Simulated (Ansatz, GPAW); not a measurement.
# How KAg2Te2 (model structure) absorbs and reflects light, part 3 of 3

Aim: the dielectric function of KAg2Te2 (model structure), and the optical constants that follow from it. The structure is a model built here, which may or may not match a known phase. It was built so: All Cu replaced by Ag and Se replaced by Te in the Fmmm structure of KCu2Se2. The cell is first relaxed with Ansatz.

GPAW 26.7.0; DFT, revPBE, plane-wave PAW (GPAW data sets), scalar-relativistic, RPA, optical limit.

So far. Step 3 (Ground state): There are states at the Fermi level within the smearing, so the occupations stay smeared and the carriers get a Drude term.

## Step 5: Dielectric function, RPA

Local fields let the induced charge screen the field inside the cell, which as a rule lowers ε, most along directions where the density is uneven.

This step: DFT, revPBE, plane-wave PAW (GPAW data sets), scalar-relativistic, RPA, optical limit (GPAW 26.7.0).

File df.py:

```python
from gpaw.response.df import DielectricFunction

df = DielectricFunction('full.gpw', frequencies={'type': 'nonlinear', 'domega0': 0.03, 'omega2': 8},
                        ecut=50,
                        eta=0.1,
                        nbands=52,
                        rate=0.03,
                        txt='df.txt')
for direction in ['x', 'y', 'z']:
    df.get_dielectric_function(xc='RPA', direction=direction, filename=f'df_{direction}.csv')
```

Run with:

```console
OMP_NUM_THREADS=1 python df.py
```

Output:

```text
Using integrator: PointIntegrator
NonLinearFrequencyDescriptor(from 0.000 to 69.002 eV, 504 points)
Nonperiodic BCs:  [False False False]
Using integrator: PointIntegrator
NonLinearFrequencyDescriptor(from 0.000 to 69.002 eV, 504 points)
Nonperiodic BCs:  [False False False]
Using integrator: PointIntegrator

Calculating chi0 body with:
    Ground state adapter containing:
    Number of spins: 1
    Number of kpoints: 512
    Number of irreducible kpoints: 95
    Number of completely occupied states: 25
    Number of partially occupied states: 28

    Linear response parametrization:
    q_c: [0.0, 0.0, 0.0]
    Number of frequency points: 504
    Planewave cutoff: 50.0
    Number of bands: 52
    Number of planewaves: 121
    Broadening (eta): 0.1

Integrating chi0 body.

Symmetries of q_c:
    Direct symmetries (Uq -> q): 8
    Indirect symmetries (TUq -> q): 0
In total 8 allowed symmetries.

95 groups of equivalent kpoints. 81.4453125% reduction.

Integral kind: spectral function

Calculating chi0 optical extensions with:
    Ground state adapter containing:
    Number of spins: 1
    Number of kpoints: 512
    Number of irreducible kpoints: 95
    Number of completely occupied states: 25
    Number of partially occupied states: 28

    Linear response parametrization:
    Number of frequency points: 504
    Planewave cutoff: 50.0
    Number of bands: 52
    Number of planewaves: 121
    Broadening (eta): 0.1
Integrating chi0 head and wings.

Symmetries of q_c:
    Direct symmetries (Uq -> q): 8
    Indirect symmetries (TUq -> q): 0
In total 8 allowed symmetries.

95 groups of equivalent kpoints. 81.4453125% reduction.

Integral kind: spectral function wings

Calculating drude chi0 with:
    Number of frequency points:504
    Plasma frequency decay rate: 0.03 eV

    Ground state adapter containing:
    Number of spins: 1
    Number of kpoints: 512
    Number of irreducible kpoints: 95
    Number of completely occupied states: 25
    Number of partially occupied states: 28

Symmetries of q_c:
    Direct symmetries (Uq -> q): 8
    Indirect symmetries (TUq -> q): 0
In total 8 allowed symmetries.

95 groups of equivalent kpoints. 81.4453125% reduction.

Integral kind: intraband
Plasma frequency:
[[2.51+0.j 0.  +0.j 0.  -0.j]
 [0.  +0.j 2.5 -0.j 0.  -0.j]
 [0.  -0.j 0.  -0.j 1.66-0.j]]
```

Elapsed: 4.8 min, on 1 thread of Arm Neoverse V2, shared host; peak memory 0.68 GiB.

The Im ε has structure finer than the step of the table below, so its rows give means over 0.25 eV, whole bins alone (the curve runs from 0.305 to 10.5 eV). Peaks (eV: height): E ∥ x or y 4.380: 7.26, 5.221: 7.82; E ∥ z 0.429: 34.3, 4.425: 5.85.

Sum at mesh points, not converged in k. Im ε against photon energy; means over each step:

```csv
photon energy (eV),E ∥ x or y,E ∥ z
0.50,17.8,29.4
0.75,5.83,13.9
1.00,1.94,7.69
1.25,0.971,3.06
1.50,0.535,1.36
1.75,0.404,0.891
2.00,0.378,0.582
2.25,0.605,0.633
2.50,1.29,1.15
2.75,2.28,3.02
3.00,2.44,3.98
3.25,3.57,4.47
3.50,4.40,4.84
3.75,3.93,3.60
4.00,4.86,3.36
4.25,6.21,4.88
4.50,6.52,5.28
4.75,5.74,3.88
5.00,6.37,4.03
5.25,7.50,3.50
5.50,6.51,3.52
5.75,5.82,3.96
6.00,5.03,4.41
6.25,4.18,3.59
6.50,3.65,3.19
6.75,3.31,3.06
7.00,2.98,3.06
7.25,2.99,3.16
7.50,3.09,2.96
7.75,3.06,2.95
8.00,2.62,2.92
8.25,2.57,2.76
8.50,2.16,2.54
8.75,1.92,2.35
9.00,1.60,2.13
9.25,1.39,2.15
9.50,1.24,2.26
9.75,1.28,1.99
10.00,1.35,1.79
10.25,1.24,1.49
```

Values under 1 per cm are given as 1; sum at mesh points, not converged in k. Absorption coefficient against photon energy:

```csv
photon energy (eV),E ∥ x or y (1/cm),E ∥ z (1/cm)
0.50,2.7e5,2.2e5
0.75,2.8e5,2.5e5
1.00,2.3e5,2.7e5
1.25,1.5e5,2.4e5
1.50,38643,1.3e5
1.75,22813,62146
2.00,19712,33627
2.25,31747,35918
2.50,66770,59238
2.75,1.4e5,1.8e5
3.00,1.4e5,2.5e5
3.25,2.3e5,3.3e5
3.50,3.2e5,3.9e5
3.75,2.9e5,3.7e5
4.00,4.1e5,3.1e5
4.25,5.1e5,4.6e5
4.50,6.7e5,6.6e5
4.75,6.2e5,5.1e5
5.00,7.0e5,5.8e5
5.25,9.4e5,5.7e5
5.50,9.9e5,5.8e5
5.75,9.9e5,6.2e5
6.00,1.1e6,8.4e5
6.25,9.9e5,7.6e5
6.50,9.8e5,7.6e5
6.75,9.6e5,7.4e5
7.00,9.0e5,7.7e5
7.25,9.2e5,8.2e5
7.50,9.8e5,8.4e5
7.75,1.1e6,8.8e5
8.00,1.1e6,9.3e5
8.25,1.1e6,9.6e5
8.50,1.1e6,9.6e5
8.75,1.1e6,9.8e5
9.00,1.0e6,9.5e5
9.25,9.5e5,9.3e5
9.50,8.7e5,1.1e6
9.75,8.3e5,1.1e6
10.00,8.9e5,1.1e6
10.25,8.9e5,9.7e5
10.50,8.5e5,9.5e5
```

Sum at mesh points, not converged in k. Reflectivity at normal incidence against photon energy; read off at these points:

```
photon energy (eV)  E ∥ x or y (%)  E ∥ z (%)
             0.500            81.2       64.7
             0.556            81.3       65.5
             0.750            81.6       60.5
             1.000            76.1       56.0
             1.250            51.8       55.1
             1.500            1.66       20.5
             1.750            5.08       3.76
             2.000            9.62       6.76
             2.250            13.6       11.5
             2.500            17.4       16.5
             2.750            18.9       21.6
             3.000            19.8       21.8
             3.250            22.4       22.6
             3.500            23.5       23.7
             3.750            21.0       17.9
             4.000            24.6       18.1
             4.250            28.2       23.3
             4.500            29.1       27.7
             4.750            25.9       19.5
             5.000            27.8       21.3
             5.250            34.2       19.0
             5.500            34.6       18.8
             5.750            33.2       20.0
             6.000            36.8       26.0
             6.250            32.0       21.9
             6.500            32.0       21.3
             6.750            29.6       19.3
             7.000            26.3       19.2
             7.250            25.2       20.1
             7.500            26.0       20.2
             7.750            29.2       20.3
             8.000            29.8       21.5
             8.250            29.8       21.9
             8.392            33.0       22.8
             8.500            31.5       21.9
             8.750            31.9       22.2
             9.000            31.5       20.7
             9.250            28.9       18.4
             9.500            25.1       22.2
             9.750            20.3       23.5
            10.000            21.1       24.5
            10.250            21.8       22.5
            10.500            21.1       20.3
```

The loss function −Im 1/ε at q → 0 has structure finer than the step of the table below, so its rows give means over 0.25 eV, whole bins alone (the curve runs from 0.305 to 10.5 eV). Peaks (eV: height): E ∥ x or y 1.382: 1.51; E ∥ z 1.556: 0.785, 3.764: 0.208.

Sum at mesh points, not converged in k. Loss function −Im 1/ε at q → 0 against energy loss; means over each step:

```
energy loss (eV)  E ∥ x or y   E ∥ z
            0.50      0.0180  0.0322
            0.75      0.0293  0.0564
            1.00      0.0775  0.0879
            1.25       0.565   0.180
            1.50       0.602   0.635
            1.75      0.0731   0.319
            2.00      0.0298  0.0772
            2.25      0.0273  0.0386
            2.50      0.0380  0.0366
            2.75      0.0621  0.0671
            3.00      0.0583  0.0930
            3.25      0.0700   0.117
            3.50      0.0907   0.130
            3.75      0.0919   0.187
            4.00      0.0902   0.127
            4.25      0.0899   0.124
            4.50       0.125   0.171
            4.75       0.132   0.211
            5.00       0.124   0.208
            5.25       0.125   0.238
            5.50       0.154   0.218
            5.75       0.171   0.197
            6.00       0.193   0.216
            6.25       0.233   0.269
            6.50       0.263   0.303
            6.75       0.294   0.304
            7.00       0.331   0.303
            7.25       0.333   0.300
            7.50       0.322   0.328
            7.75       0.316   0.329
            8.00       0.358   0.338
            8.25       0.360   0.361
            8.50       0.403   0.393
            8.75       0.441   0.426
            9.00       0.518   0.470
            9.25       0.621   0.464
            9.50       0.745   0.441
            9.75       0.771   0.495
           10.00       0.729   0.539
           10.25       0.788   0.652
```

The Im ε, E ∥ x or y has structure finer than the step of the table below, so its rows give means over 0.25 eV, whole bins alone (the curve runs from 0.305 to 10.5 eV). Peaks (eV: height): without local fields 4.380: 9.45, 5.173: 10.3; with local fields 4.380: 7.26, 5.221: 7.82.

Sum at mesh points, not converged in k. Table of Im ε, E ∥ x or y by photon energy; means over each step:

| photon energy (eV) | without local fields | with local fields |
| --- | --- | --- |
| 0.50 | 18.1 | 17.8 |
| 0.75 | 5.88 | 5.83 |
| 1.00 | 1.99 | 1.94 |
| 1.25 | 1.02 | 0.971 |
| 1.50 | 0.581 | 0.535 |
| 1.75 | 0.459 | 0.404 |
| 2.00 | 0.455 | 0.378 |
| 2.25 | 0.781 | 0.605 |
| 2.50 | 1.77 | 1.29 |
| 2.75 | 3.07 | 2.28 |
| 3.00 | 3.32 | 2.44 |
| 3.25 | 4.57 | 3.57 |
| 3.50 | 5.52 | 4.40 |
| 3.75 | 5.08 | 3.93 |
| 4.00 | 6.42 | 4.86 |
| 4.25 | 8.28 | 6.21 |
| 4.50 | 8.59 | 6.52 |
| 4.75 | 8.19 | 5.74 |
| 5.00 | 9.08 | 6.37 |
| 5.25 | 9.84 | 7.50 |
| 5.50 | 8.13 | 6.51 |
| 5.75 | 7.06 | 5.82 |
| 6.00 | 5.43 | 5.03 |
| 6.25 | 4.59 | 4.18 |
| 6.50 | 3.88 | 3.65 |
| 6.75 | 3.59 | 3.31 |
| 7.00 | 3.40 | 2.98 |
| 7.25 | 3.52 | 2.99 |
| 7.50 | 3.38 | 3.09 |
| 7.75 | 2.89 | 3.06 |
| 8.00 | 2.41 | 2.62 |
| 8.25 | 2.26 | 2.57 |
| 8.50 | 1.86 | 2.16 |
| 8.75 | 1.63 | 1.92 |
| 9.00 | 1.38 | 1.60 |
| 9.25 | 1.25 | 1.39 |
| 9.50 | 1.18 | 1.24 |
| 9.75 | 1.27 | 1.28 |
| 10.00 | 1.28 | 1.35 |
| 10.25 | 1.18 | 1.24 |

At chosen wavelengths:

```csv
wavelength (nm),n xy,k xy,R (%) xy,1/α xy,n z,k z,R (%) z,1/α z
1064,0.39,1.539,63.4,55 nm,0.91,2.276,58.8,37 nm
800,1.17,0.210,1.6,304 nm,0.87,0.702,12.9,91 nm
633,1.84,0.098,8.9,513 nm,1.61,0.184,5.9,274 nm
365,2.56,0.815,23.3,36 nm,2.24,0.964,21.6,30 nm
308,2.48,0.998,24.3,25 nm,2.19,0.787,18.9,31 nm
248,2.27,1.372,27.8,14 nm,1.75,1.152,21.3,17 nm
193,1.24,1.552,33.2,9.9 nm,1.41,1.209,22.4,13 nm
```

A polished face would reflect 13 % of daylight and look blue (CIE x = 0.254, y = 0.282 under D65).

## Step 6: Outcome

In words: At this level (revPBE, RPA) KAg2Te2 is a metal. The mesh is too coarse to trust the carriers' weight, the reflectivity or the colour to better than tens of per cent. The cell grew by 15.9 % in volume. A polished face would reflect 13 % of daylight and look blue (CIE x = 0.254, y = 0.282 under D65). The carriers' damping of 0.03 eV is typed, not computed; it shapes the response at the lowest energies. Spin-orbit coupling is left out although heavy atoms are present. The curves end at 11 eV, about where the summed bands run out. The cell grew by 16 % in the relaxation, which can come from the guessed start or, where layers or molecules are weakly bound, from the missing dispersion term; a larger cell lowers ε. In this version of GPAW the matrix elements of the optical limit are incomplete, which can lower ε − 1 by up to a tenth where first-row anions or d states rule, and shift it by more in d metals. GPAW's carrier term has the form −ωp²/(ω + i·rate)², which damps like twice the rate and fails at low energy, so the curves leave the lowest energies out. The sum runs over mesh points 0.18 Å⁻¹ apart with no interpolation, so peaks are partly noise of the mesh, and the Drude plasma energy, a sum over the Fermi surface, isn't converged. Besides steps told in other documents, this task had 1 step that ran out of time; those not told in a step above aren't shown.

[Machine, clock and banner lines and Python warnings are left out of the logs.]

[Logs are printed without paths, hosts, clocks, repeated set-up lines and the standing remarks that a program may print on its own settings, such as how far it seeks lower states.]

[Hosts, paths, dates, database ids (printed as entryN), source tags and the programs' standing remarks are cut or masked in the printed files.]
